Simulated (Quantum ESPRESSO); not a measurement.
# BaAl9Fe2: parallel and opposed starts

Aim: find out which collinear order of BaAl9Fe2 costs least.

Calculated with Quantum ESPRESSO 7.5; PBEsol; plane waves with GBRV 1.5 PBEsol potentials, no spin-orbit coupling.

## 1. The starting structure

It takes space group P6/mmm (No. 191, hexagonal). Conventional cell: a = 7.941 Å, b = 7.941 Å, c = 3.950 Å, α = 90.00°, β = 90.00°, γ = 120.00°. Nearest to Ba lie 18 Al at 3.59 to 3.97 Å and 2 Ba at 3.95 Å. Nearest to Al lie 2 Fe at 2.29 Å and 14 Al at 2.83 to 3.97 Å and 2 Ba at 3.97 Å. Al has 2 Fe at 2.53 Å and 8 Al at 2.74 to 3.00 Å and 2 Ba at 3.59 Å nearest. Nearest to Fe lie 9 Al at 2.29 to 2.53 Å. Farther neighbours are not listed.

The cell comes from Materials Project 2023-11-01, a database of computed structures, and need not be the stable phase.

## 2. Run 1, typed as ferro ++

The signs are those of the starting moments on the seeded atoms, the atoms that are given a moment.

Contents of pw.in:

```
&CONTROL
  calculation = 'scf'
  prefix = 'pwscf'
  outdir = './tmp'
  pseudo_dir = './pseudo'
  disk_io = 'nowf'
/
&SYSTEM
  ibrav = 0
  celldm(1) = 8
  nat = 12
  ntyp = 3
  ecutwfc = 40
  ecutrho = 280
  nbnd = 51
  occupations = 'smearing'
  smearing = 'fd'
  degauss = 0.00734986
  nspin = 2
  starting_magnetization(1) = 0
  starting_magnetization(2) = 0
  starting_magnetization(3) = 0.175
/
&ELECTRONS
  conv_thr = 2.4d-08
  electron_maxstep = 150
  mixing_beta = 0.3
/
ATOMIC_SPECIES
Ba    137.3270 ba_pbesol_v1.uspp.F.UPF
Al     26.9815 al_pbesol_v1.uspp.F.UPF
Fe     55.8450 fe_pbesol_v1.5.uspp.F.UPF
CELL_PARAMETERS alat
   1.8758507129986    0.0000000000000    0.0000000000000
  -0.9379253564993    1.6245343711666    0.0000000000000
   0.0000000000000    0.0000000000000    0.9331674008738
ATOMIC_POSITIONS crystal
Ba      0.0000000000    0.0000000000    0.0000000000
Al      0.5000000000    0.0000000000    0.0000000000
Al      0.5000000000    0.5000000000    0.0000000000
Al      0.0000000000    0.5000000000    0.0000000000
Al      0.2183452700    0.4366905400    0.5000000000
Al      0.7816547300    0.2183452700    0.5000000000
Al      0.4366905400    0.2183452700    0.5000000000
Al      0.5633094600    0.7816547300    0.5000000000
Al      0.2183452700    0.7816547300    0.5000000000
Al      0.7816547300    0.5633094600    0.5000000000
Fe      0.6666666700    0.3333333300    0.0000000000
Fe      0.3333333300    0.6666666700    0.0000000000
K_POINTS automatic
6 6 6 0 0 0
```

On the command line:

```bash
$ OMP_NUM_THREADS=1 mpirun -n 4 pw.x -nk 4 -in pw.in > pw.out
```

Log:

```text
Program PWSCF v.7.5 starts

     Message from routine setup:
     using ibrav=0 with symmetry is DISCOURAGED, use correct ibrav instead

     K-points division:     npool     =       4
     Subspace diagonalization in iterative solution of the eigenvalue problem:

     G-vector sticks info
     --------------------
     sticks:   dense  smooth     PW     G-vecs:    dense   smooth      PW
     Sum        4339    2491    733               115173    49777    7829

     Using Slab Decomposition

     bravais-lattice index     =            0
     lattice parameter (alat)  =       8.0000  a.u.
     unit-cell volume          =    1455.9843 (a.u.)^3
     number of atoms/cell      =           12
     number of atomic types    =            3
     number of electrons       =        69.00
     number of Kohn-Sham states=           51
     kinetic-energy cutoff     =      40.0000  Ry
     charge density cutoff     =     280.0000  Ry
     scf convergence threshold =      2.4E-08
     mixing beta               =       0.3000
     number of iterations used =            8  plain     mixing
     Exchange-correlation= SLA  PW   PSX  PSC
                           (   1   4  10   8   0   0   0)

     celldm(1)=   8.000000  celldm(2)=   0.000000  celldm(3)=   0.000000
     celldm(4)=   0.000000  celldm(5)=   0.000000  celldm(6)=   0.000000

     crystal axes: (cart. coord. in units of alat)
               a(1) = (   1.875851   0.000000   0.000000 )
               a(2) = (  -0.937925   1.624534   0.000000 )
               a(3) = (   0.000000   0.000000   0.933167 )

     reciprocal axes: (cart. coord. in units 2 pi/alat)
               b(1) = (  0.533091  0.307780 -0.000000 )
               b(2) = (  0.000000  0.615561  0.000000 )
               b(3) = (  0.000000 -0.000000  1.071619 )

     PseudoPot. # 1 for Ba read from file:
     ba_pbesol_v1.uspp.F.UPF
     Pseudo is Ultrasoft + core correction, Zval = 10.0
     Generated by new atomic code, or converted to UPF format
     Using radial grid of  907 points,  7 beta functions with:
                l(1) =   0
                l(2) =   0
                l(3) =   1
                l(4) =   1
                l(5) =   2
                l(6) =   2
                l(7) =   3
     Q(r) pseudized with  6 coefficients,  rinner =    1.700   1.700   1.700
                                                       1.700   1.700   1.700
                                                       1.700

     PseudoPot. # 2 for Al read from file:
     al_pbesol_v1.uspp.F.UPF
     Pseudo is Ultrasoft + core correction, Zval =  3.0
     Generated by new atomic code, or converted to UPF format
     Using radial grid of  893 points,  3 beta functions with:
                l(1) =   0
                l(2) =   1
                l(3) =   2
     Q(r) pseudized with  8 coefficients,  rinner =    0.900   0.900   0.900
                                                       0.900   0.900

     PseudoPot. # 3 for Fe read from file:
     fe_pbesol_v1.5.uspp.F.UPF
     Pseudo is Ultrasoft + core correction, Zval = 16.0
     Generated by new atomic code, or converted to UPF format
     Using radial grid of  861 points,  6 beta functions with:
                l(1) =   0
                l(2) =   0
                l(3) =   1
                l(4) =   1
                l(5) =   2
                l(6) =   2
     Q(r) pseudized with  8 coefficients,  rinner =    1.000   1.000   1.000
                                                       1.000   1.000

     atomic species   valence    mass     pseudopotential
     Ba               10.00   137.32700     Ba( 1.00)
     Al                3.00    26.98150     Al( 1.00)
     Fe               16.00    55.84500     Fe( 1.00)

     Starting magnetic structure
     atomic species   magnetization
     Ba              0.000
     Al              0.000
     Fe              0.175

     24 Sym. Ops., with inversion, found

   Cartesian axes

     site n.     atom                  positions (alat units)
         1        Ba     tau(   1) = (   0.0000000   0.0000000   0.0000000  )
         2        Al     tau(   2) = (   0.9379254   0.0000000   0.0000000  )
         3        Al     tau(   3) = (   0.4689627   0.8122672   0.0000000  )
         4        Al     tau(   4) = (  -0.4689627   0.8122672   0.0000000  )
         5        Al     tau(   5) = (   0.0000000   0.7094188   0.4665837  )
         6        Al     tau(   6) = (   1.2614760   0.3547094   0.4665837  )
         7        Al     tau(   7) = (   0.6143747   0.3547094   0.4665837  )
         8        Al     tau(   8) = (   0.3235507   1.2698250   0.4665837  )
         9        Al     tau(   9) = (  -0.3235507   1.2698250   0.4665837  )
        10        Al     tau(  10) = (   0.9379254   0.9151156   0.4665837  )
        11        Fe     tau(  11) = (   0.9379254   0.5415115   0.0000000  )
        12        Fe     tau(  12) = (  -0.0000000   1.0830229   0.0000000  )

     number of k points=    28  Fermi-Dirac smearing, width (Ry)=  0.0073
                       cart. coord. in units 2pi/alat
        k(    1) = (   0.0000000   0.0000000   0.0000000), wk =   0.0046296
        k(    2) = (   0.0000000   0.0000000   0.1786032), wk =   0.0092593
        k(    3) = (   0.0000000   0.0000000   0.3572064), wk =   0.0092593
        k(    4) = (   0.0000000   0.0000000  -0.5358095), wk =   0.0046296
        k(    5) = (   0.0000000   0.1025935   0.0000000), wk =   0.0277778
        [... 23 further k-points ...]

     Dense  grid:   115173 G-vectors     FFT dimensions: (  80,  80,  40)

     Smooth grid:    49777 G-vectors     FFT dimensions: (  64,  64,  32)

     Check: negative core charge=   -0.000008
     Generating pointlists ...
     new r_m :   0.3503 (alat units)  2.8020 (a.u.) for type    1
     new r_m :   0.2234 (alat units)  1.7870 (a.u.) for type    2
     new r_m :   0.2234 (alat units)  1.7870 (a.u.) for type    3

     Initial potential from superposition of free atoms

     starting charge      66.9650, renormalised to      69.0000

     negative rho (up, down):  4.941E-02 4.941E-02
     Starting wfcs are   75 randomized atomic wfcs

     Self-consistent Calculation

     iteration #  1     ecut=    40.00 Ry     beta= 0.30
     Davidson diagonalization with overlap
     ethr =  1.00E-02,  avg # of iterations =  3.6

     negative rho (up, down):  4.746E-02 4.745E-02

     total energy              =    -628.33192672 Ry
     estimated scf accuracy    <       7.50763278 Ry

     total magnetization       =     0.85 Bohr mag/cell
     absolute magnetization    =     1.83 Bohr mag/cell

     iteration #  2     ecut=    40.00 Ry     beta= 0.30
     Davidson diagonalization with overlap
     ethr =  1.00E-02,  avg # of iterations =  2.8

     negative rho (up, down):  4.629E-02 4.625E-02

     total energy              =    -627.51545737 Ry
     estimated scf accuracy    <      47.86618440 Ry

     total magnetization       =     0.91 Bohr mag/cell
     absolute magnetization    =     1.13 Bohr mag/cell

     iteration #  3     ecut=    40.00 Ry     beta= 0.30
     Davidson diagonalization with overlap
     ethr =  1.00E-02,  avg # of iterations =  3.5

     negative rho (up, down):  4.410E-02 4.412E-02

     total energy              =    -630.64438264 Ry
     estimated scf accuracy    <       0.46890619 Ry

     total magnetization       =     1.39 Bohr mag/cell
     absolute magnetization    =     2.62 Bohr mag/cell

     [... further iterations left out ...]

     iteration # 15     ecut=    40.00 Ry     beta= 0.30
     Davidson diagonalization with overlap
     ethr =  3.42E-08,  avg # of iterations =  1.9

     negative rho (up, down):  4.357E-02 4.357E-02

     total energy              =    -630.83707249 Ry
     estimated scf accuracy    <       0.00000147 Ry

     total magnetization       =     0.01 Bohr mag/cell
     absolute magnetization    =     0.02 Bohr mag/cell

     iteration # 16     ecut=    40.00 Ry     beta= 0.30
     Davidson diagonalization with overlap
     ethr =  2.13E-09,  avg # of iterations =  2.1

     negative rho (up, down):  4.357E-02 4.357E-02

     total energy              =    -630.83707180 Ry
     estimated scf accuracy    <       0.00000025 Ry

     total magnetization       =     0.02 Bohr mag/cell
     absolute magnetization    =     0.02 Bohr mag/cell

     iteration # 17     ecut=    40.00 Ry     beta= 0.30
     Davidson diagonalization with overlap
     ethr =  3.55E-10,  avg # of iterations =  4.1

     negative rho (up, down):  4.357E-02 4.357E-02

     total energy              =    -630.83707388 Ry
     estimated scf accuracy    <       0.00000019 Ry

     total magnetization       =     0.00 Bohr mag/cell
     absolute magnetization    =     0.00 Bohr mag/cell

     iteration # 18     ecut=    40.00 Ry     beta= 0.30
     Davidson diagonalization with overlap
     ethr =  2.76E-10,  avg # of iterations =  2.0

     negative rho (up, down):  4.357E-02 4.357E-02

     Magnetic moment per site  (integrated on atomic sphere of radius R)
     atom   1 (R=0.350)  charge=  8.1830  magn= -0.0000
     atom   2 (R=0.223)  charge=  0.9183  magn= -0.0000
     atom   3 (R=0.223)  charge=  0.9183  magn= -0.0000
     atom   4 (R=0.223)  charge=  0.9183  magn= -0.0000
     atom   5 (R=0.223)  charge=  0.8532  magn=  0.0000
     atom   6 (R=0.223)  charge=  0.8532  magn=  0.0000
     atom   7 (R=0.223)  charge=  0.8532  magn=  0.0000
     atom   8 (R=0.223)  charge=  0.8532  magn=  0.0000
     atom   9 (R=0.223)  charge=  0.8532  magn=  0.0000
     atom  10 (R=0.223)  charge=  0.8532  magn=  0.0000
     atom  11 (R=0.223)  charge= 14.2063  magn=  0.0004
     atom  12 (R=0.223)  charge= 14.2063  magn=  0.0004

     End of self-consistent calculation

     [... lines left out ...]
     the Fermi energy is     8.5418 ev

!    total energy              =    -630.83707396 Ry
     estimated scf accuracy    <          7.3E-09 Ry
     smearing contrib. (-TS)   =      -0.01694152 Ry
     internal energy E=F+TS    =    -630.82013244 Ry

     The total energy is F=E-TS. E is the sum of the following terms:
     one-electron contribution =    -493.42604509 Ry
     hartree contribution      =     273.31132352 Ry
     xc contribution           =    -123.93095972 Ry
     ewald contribution        =    -286.77445115 Ry

     total magnetization       =     0.00 Bohr mag/cell
     absolute magnetization    =     0.00 Bohr mag/cell

     convergence has been achieved in  18 iterations

=------------------------------------------------------------------------------=
   JOB DONE.
=------------------------------------------------------------------------------=
```

Elapsed: 2.8 min, on 4 MPI ranks of Arm Neoverse V1, shared host; peak memory 1.5 GiB; 11 min of CPU time.

Spin moment in the atom's sphere by atom:

```tsv
atom	spin moment in the atom's sphere (μB)
Ba1	0.0000
Al2	0.0000
Al3	0.0000
Al4	0.0000
Al5	0.0000
Al6	0.0000
Al7	0.0000
Al8	0.0000
Al9	0.0000
Al10	0.0000
Fe11	0.0004
Fe12	0.0004
```

This step gave:

```yaml
smearing_term_ts: 0.2305 eV
magnetization: 0 μB
absolute_magnetization: 0 μB
final_state: non-magnetic
```

[end of part 1 of 2]

[Logs and program files are shortened in this print: banners, set-up blocks, solver, clock and traceback lines can be left out without a mark of their own.]

[Logs are printed without paths, hosts, clocks, repeated set-up lines and the standing remarks that a program may print on its own settings, such as how far it seeks lower states.]

[Hosts, paths, dates, database ids (printed as entryN), source tags and the programs' standing remarks are cut or masked in the printed files.]

[Where a cell is said to come from a database of computed structures, the database is the Materials Project.]
